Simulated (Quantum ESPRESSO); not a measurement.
# Collinear magnetic orders of CaCo2As2 with Quantum ESPRESSO, part 2 of 2

Wanted: the moments of CaCo2As2 and the energy of each order that was tried.

Quantum ESPRESSO 7.5; LDA; plane waves with GBRV 1.5 LDA potentials, no spin-orbit coupling.

So far, absolute magnetization (μB): step 2 (start 1: ferro ++) 1.39.

### 3. Run 2 (antiferro +−)

File pw.py:

```python
from ase import Atoms
from ase.calculators.espresso import Espresso, EspressoProfile

atoms = Atoms(['Ca', 'Co', 'Co', 'As', 'As'],
    cell=[[-2.00436141, 2.00436141, 5.0470084],
         [2.00436141, -2.00436141, 5.0470084],
         [2.00436141, 2.00436141, -5.0470084]],
    scaled_positions=[[0.0, 0.0, 0.0],
         [0.75, 0.25, 0.5],
         [0.25, 0.75, 0.5],
         [0.36348384, 0.36348384, 0.0],
         [0.63651616, 0.63651616, 0.0]],
    pbc=True,
    magmoms=[0.0, 2.0, -2.0, 0.0, 0.0])
input_data = {
    'control': {'calculation': 'scf', 'prefix': 'pwscf', 'outdir': './tmp', 'disk_io': 'nowf'},
    'system': {'ecutwfc': 40.0, 'ecutrho': 280.0, 'nbnd': 37, 'occupations': 'smearing', 'smearing': 'fd', 'degauss': 0.00367493, 'nspin': 2},
    'electrons': {'conv_thr': 1e-08, 'electron_maxstep': 150, 'mixing_beta': 0.3},
}
atoms.calc = Espresso(
    profile=EspressoProfile(command='mpirun -n 4 pw.x -nk 4', pseudo_dir='pseudo'),
    pseudopotentials={'Ca': 'ca_lda_v1.uspp.F.UPF', 'As': 'as_lda_v1.uspp.F.UPF', 'Co': 'co_lda_v1.2.uspp.F.UPF'},
    input_data=input_data,
    kpts=(10, 10, 10),
    koffset=(0, 0, 0))
atoms.get_potential_energy()
energy = atoms.calc.results['free_energy']
print(f'free energy: {energy:.6f} eV')
print('site moments (muB):', atoms.get_magnetic_moments().round(3))
```

Launch:

```console
> OMP_NUM_THREADS=1 python3 pw.py > pw.log
```

The log of the run:

```text
[banner, memory and clock lines left out]
free energy: -10223.866094 eV
site moments (muB): [-0.  0. -0. -0. -0.]

--- espresso.pwo ---
Program PWSCF v.7.5 starts

Warning: card &CELL ignored
Warning: card &FCP ignored
Warning: card &RISM ignored

     Message from routine setup:
     using ibrav=0 with symmetry is DISCOURAGED, use correct ibrav instead

     bravais-lattice index     =            0
     lattice parameter (alat)  =      10.9388  a.u.
     unit-cell volume          =     547.3217 (a.u.)^3
     number of atoms/cell      =            5
     number of atomic types    =            4
     number of electrons       =        54.00
     number of Kohn-Sham states=           37
     kinetic-energy cutoff     =      40.0000  Ry
     charge density cutoff     =     280.0000  Ry
     scf convergence threshold =      1.0E-08
     mixing beta               =       0.3000
     number of iterations used =            8  plain     mixing
     Exchange-correlation= SLA  PZ   NOGX NOGC
                           (   1   1   0   0   0   0   0)

     celldm(1)=  10.938760  celldm(2)=   0.000000  celldm(3)=   0.000000
     celldm(4)=   0.000000  celldm(5)=   0.000000  celldm(6)=   0.000000

     crystal axes: (cart. coord. in units of alat)
               a(1) = (  -0.346264   0.346264   0.871896 )
               a(2) = (   0.346264  -0.346264   0.871896 )
               a(3) = (   0.346264   0.346264  -0.871896 )

     reciprocal axes: (cart. coord. in units 2 pi/alat)
               b(1) = ( -0.000000  1.443987  0.573463 )
               b(2) = (  1.443987 -0.000000  0.573463 )
               b(3) = (  1.443987  1.443987  0.000000 )

     PseudoPot. # 1 for Ca read from file:
     ca_lda_v1.uspp.F.UPF
     Pseudo is Ultrasoft + core correction, Zval = 10.0

     PseudoPot. # 2 for Co read from file:
     co_lda_v1.2.uspp.F.UPF
     Pseudo is Ultrasoft + core correction, Zval = 17.0

     PseudoPot. # 3 for Co read from file:
     co_lda_v1.2.uspp.F.UPF
     Pseudo is Ultrasoft + core correction, Zval = 17.0

     PseudoPot. # 4 for As read from file:
     as_lda_v1.uspp.F.UPF
     Pseudo is Ultrasoft + core correction, Zval =  5.0

     atomic species   valence    mass     pseudopotential
     Ca               10.00    40.07800     Ca( 1.00)
     Co               17.00    58.93319     Co( 1.00)
     Co1              17.00    58.93319     Co( 1.00)
     As                5.00    74.92159     As( 1.00)

     Starting magnetic structure
     atomic species   magnetization
     Ca              0.000
     Co              0.118
     Co1            -0.118
     As              0.000

      8 Sym. Ops. (no inversion) found

   Cartesian axes

     site n.     atom                  positions (alat units)
         1        Ca     tau(   1) = (   0.0000000   0.0000000   0.0000000  )
         2        Co     tau(   2) = (  -0.0000000   0.3462636   0.4359481  )
         3        Co1    tau(   3) = (   0.3462636   0.0000000   0.4359481  )
         4        As     tau(   4) = (   0.0000000  -0.0000000   0.6338404  )
         5        As     tau(   5) = (  -0.0000000   0.0000000   1.1099521  )

     number of k points=   102  Fermi-Dirac smearing, width (Ry)=  0.0037

     Number of k-points >= 100: set verbosity='high' to print them.

     Dense  grid:    43251 G-vectors     FFT dimensions: (  60,  60,  60)

     Smooth grid:    18675 G-vectors     FFT dimensions: (  45,  45,  45)

     Check: negative core charge=   -0.000014
     Generating pointlists ...
     new r_m :   0.2246 (alat units)  2.4569 (a.u.) for type    1
     new r_m :   0.1645 (alat units)  1.7996 (a.u.) for type    2
     new r_m :   0.1645 (alat units)  1.7996 (a.u.) for type    3
     new r_m :   0.1645 (alat units)  1.7996 (a.u.) for type    4

     Initial potential from superposition of free atoms

     starting charge      51.9948, renormalised to      54.0000
     Starting wfcs are   44 randomized atomic wfcs

     Self-consistent Calculation

     iteration #  1     ecut=    40.00 Ry     beta= 0.30
     Davidson diagonalization with overlap
     ethr =  1.00E-02,  avg # of iterations =  3.2

     total energy              =    -744.44691447 Ry
     estimated scf accuracy    <      18.91909397 Ry

     total magnetization       =    -0.00 Bohr mag/cell
     absolute magnetization    =     2.65 Bohr mag/cell

     iteration #  2     ecut=    40.00 Ry     beta= 0.30
     Davidson diagonalization with overlap
     ethr =  1.00E-02,  avg # of iterations =  3.0

     total energy              =    -750.27108286 Ry
     estimated scf accuracy    <      25.53931190 Ry

     total magnetization       =     0.00 Bohr mag/cell
     absolute magnetization    =     0.25 Bohr mag/cell

     [... further iterations left out ...]

     iteration # 22     ecut=    40.00 Ry     beta= 0.30
     Davidson diagonalization with overlap
     ethr =  2.14E-10,  avg # of iterations =  4.3

     total energy              =    -751.44036366 Ry
     estimated scf accuracy    <       0.00000005 Ry

     total magnetization       =     0.00 Bohr mag/cell
     absolute magnetization    =     0.00 Bohr mag/cell

     iteration # 23     ecut=    40.00 Ry     beta= 0.30
     Davidson diagonalization with overlap
     ethr =  9.23E-11,  avg # of iterations =  1.4

     Magnetic moment per site  (integrated on atomic sphere of radius R)
     atom   1 (R=0.225)  charge=  8.5806  magn= -0.0000
     atom   2 (R=0.165)  charge= 15.3042  magn=  0.0000
     atom   3 (R=0.165)  charge= 15.3043  magn= -0.0001
     atom   4 (R=0.165)  charge=  2.4006  magn= -0.0000
     atom   5 (R=0.165)  charge=  2.4006  magn= -0.0000

     End of self-consistent calculation

     Number of k-points >= 100: set verbosity='high' to print the bands.

     the Fermi energy is    11.8645 ev

!    total energy              =    -751.44036366 Ry
     estimated scf accuracy    <          7.1E-09 Ry
     smearing contrib. (-TS)   =      -0.00399246 Ry
     internal energy E=F+TS    =    -751.43637121 Ry

     The total energy is F=E-TS. E is the sum of the following terms:
     one-electron contribution =    -528.81566586 Ry
     hartree contribution      =     288.67562145 Ry
     xc contribution           =    -138.87356252 Ry
     ewald contribution        =    -372.42276428 Ry

     total magnetization       =    -0.00 Bohr mag/cell
     absolute magnetization    =     0.00 Bohr mag/cell

     convergence has been achieved in  23 iterations
```

It took 2.5 min on 4 MPI ranks of Intel Xeon 6975P-C (Granite Rapids), shared host; peak memory 0.86 GiB; 9.8 min of CPU time.

Spin moment in the atom's sphere by atom:

```tsv
atom	spin moment in the atom's sphere (μB)
Ca1	0.0000
Co2	0.0000
Co3	-0.0001
As4	0.0000
As5	0.0000
```

Numbers from this step:

```
smearing term TS       : 0.05432 eV
magnetization          : 0 μB
absolute magnetization : 0 μB
final state            : non-magnetic
```

### 4. Run 3, typed as no spin polarisation

pw.py: that of step 3 with these lines changed.

```diff
@@ -12,7 +12,6 @@
          [0.63651616, 0.63651616, 0.0]],
-    pbc=True,
-    magmoms=[0.0, 2.0, -2.0, 0.0, 0.0])
+    pbc=True)
 input_data = {
     'control': {'calculation': 'scf', 'prefix': 'pwscf', 'outdir': './tmp', 'disk_io': 'nowf'},
-    'system': {'ecutwfc': 40.0, 'ecutrho': 280.0, 'nbnd': 37, 'occupations': 'smearing', 'smearing': 'fd', 'degauss': 0.00367493, 'nspin': 2},
+    'system': {'ecutwfc': 40.0, 'ecutrho': 280.0, 'nbnd': 37, 'occupations': 'smearing', 'smearing': 'fd', 'degauss': 0.00367493},
     'electrons': {'conv_thr': 1e-08, 'electron_maxstep': 150, 'mixing_beta': 0.3},
@@ -28,2 +27 @@
 print(f'free energy: {energy:.6f} eV')
-print('site moments (muB):', atoms.get_magnetic_moments().round(3))
```

Launch:

```console
> OMP_NUM_THREADS=1 python3 pw.py > pw.log
```

The log of the run:

```text
     [... lines left out ...]
free energy: -10223.866094 eV
--- espresso.pwo ---
Program PWSCF v.7.5 starts
     [... lines left out ...]
     number of atoms/cell      =            5
     [... lines left out ...]
     number of electrons       =        54.00
     number of Kohn-Sham states=           37
     kinetic-energy cutoff     =      40.0000  Ry
     charge density cutoff     =     280.0000  Ry
     scf convergence threshold =      1.0E-08
     [... lines left out ...]
     16 Sym. Ops., with inversion, found
     [... lines left out ...]
     number of k points=   102  Fermi-Dirac smearing, width (Ry)=  0.0037
     [... lines left out ...]
     iteration # 16     ecut=    40.00 Ry     beta= 0.30
     [... lines left out ...]
     the Fermi energy is    11.8646 ev
!    total energy              =    -751.44036366 Ry
     estimated scf accuracy    <          2.6E-09 Ry
     smearing contrib. (-TS)   =      -0.00399253 Ry
     [... lines left out ...]
     convergence has been achieved in  16 iterations
```

The job ended after 55 s (4 MPI ranks; peak memory 0.66 GiB).

Numbers from this step:

- smearing term TS: 0.05432 eV
- final state: non-magnetic (no spin polarisation)

### 5. What a mistake does

One input was spoiled on purpose, to see how the program answers.

File pw.in:

```
&CONTROL
  calculation = 'scf'
  prefix = 'pwscf'
  outdir = './tmp'
  pseudo_dir = './pseudo'
  disk_io = 'nowf'
/
&SYSTEM
  ibrav = 0
  nat = 5
  ntyp = 3
  ecutwfc = 40
  ecutrho = 280
  nbnd = 39
  occupations = 'smearing'
  smearing = 'fd'
  nspin = 2
  starting_magnetization(1) = 0
  starting_magnetization(2) = 0.1176
  starting_magnetization(3) = 0
/
&ELECTRONS
  conv_thr = 1d-08
  electron_maxstep = 75
  mixing_beta = 0.3
/
ATOMIC_SPECIES
Ca     40.0780 ca_lda_v1.uspp.F.UPF
Co     58.9332 co_lda_v1.2.uspp.F.UPF
As     74.9216 as_lda_v1.uspp.F.UPF
CELL_PARAMETERS angstrom
  -2.0043614094    2.0043614094    5.0470084001
   2.0043614094   -2.0043614094    5.0470084001
   2.0043614094    2.0043614094   -5.0470084001
ATOMIC_POSITIONS crystal
Ca      0.0000000000    0.0000000000    0.0000000000
Co      0.7500000000    0.2500000000    0.5000000000
Co      0.2500000000    0.7500000000    0.5000000000
As      0.3634838400    0.3634838400    0.0000000000
As      0.6365161600    0.6365161600    0.0000000000
K_POINTS automatic
10 10 10 0 0 0
```

Launch:

```console
> OMP_NUM_THREADS=1 mpirun -n 4 pw.x -nk 4 -in pw.in > pw.out
```

The log of the run:

```text
     [... lines left out ...]
Program PWSCF v.7.5 starts
     Error in routine  set_occupations (1):
      smearing requires a value for gaussian broadening (degauss)
 %%%%%%%%%%%%%%%%%%%%%%%%%%%%%%%%%%%%%%%%%%%%%%%%%%%%%%%%%%%%%%%%%%%%%%%%%%%%%%
     stopping ...
```

Wall time 0.64 s (4 MPI ranks); peak memory 0.04 GiB.

The input was rejected at the start.

The program's message: “set_occupations (1): smearing requires a value for gaussian broadening (degauss)”

The fault put into the input: smearing without a width.

### 6. Energies of the orders

An order is kept where moments of 0.15 μB or more survive with the typed signs; meshes match where a doubled cell samples the same k points as the first cell.

Orders:

```tsv
start	final state	typed order kept	energy over the lowest (meV a seeded atom)	largest site moment (μB)	net moment (μB a cell of the first run)	mesh matched	CPU time (s)
ferro ++	ferromagnetic	yes	0	0.6318	1.299	yes	479.9
antiferro +-	non-magnetic	no	24.58	0	0	yes	586.9
no spin polarisation	non-magnetic	-	24.58	0	0	yes	219.2
```

### 7. What came out

| Quantity | Value |
| --- | --- |
| lowest state found | ferromagnetic (from ferro ++) |
| largest site moment | 0.632 μB |
| state without moments | 24.6 meV a seeded atom higher |

**Reading.** At this level spin polarisation gains little. 1 start lost its moments. This is the lowest of 3 collinear or spinless starts, no proof of the ground state.

[Logs and program files are shortened in this print: banners, set-up blocks, solver, clock and traceback lines can be left out without a mark of their own.]

[Logs are printed without paths, hosts, clocks, repeated set-up lines and the standing remarks that a program may print on its own settings, such as how far it seeks lower states.]

[Hosts, paths, dates, database ids (printed as entryN), source tags and the programs' standing remarks are cut or masked in the printed files.]

[Where a cell is said to come from a database of computed structures, the database is the Materials Project.]
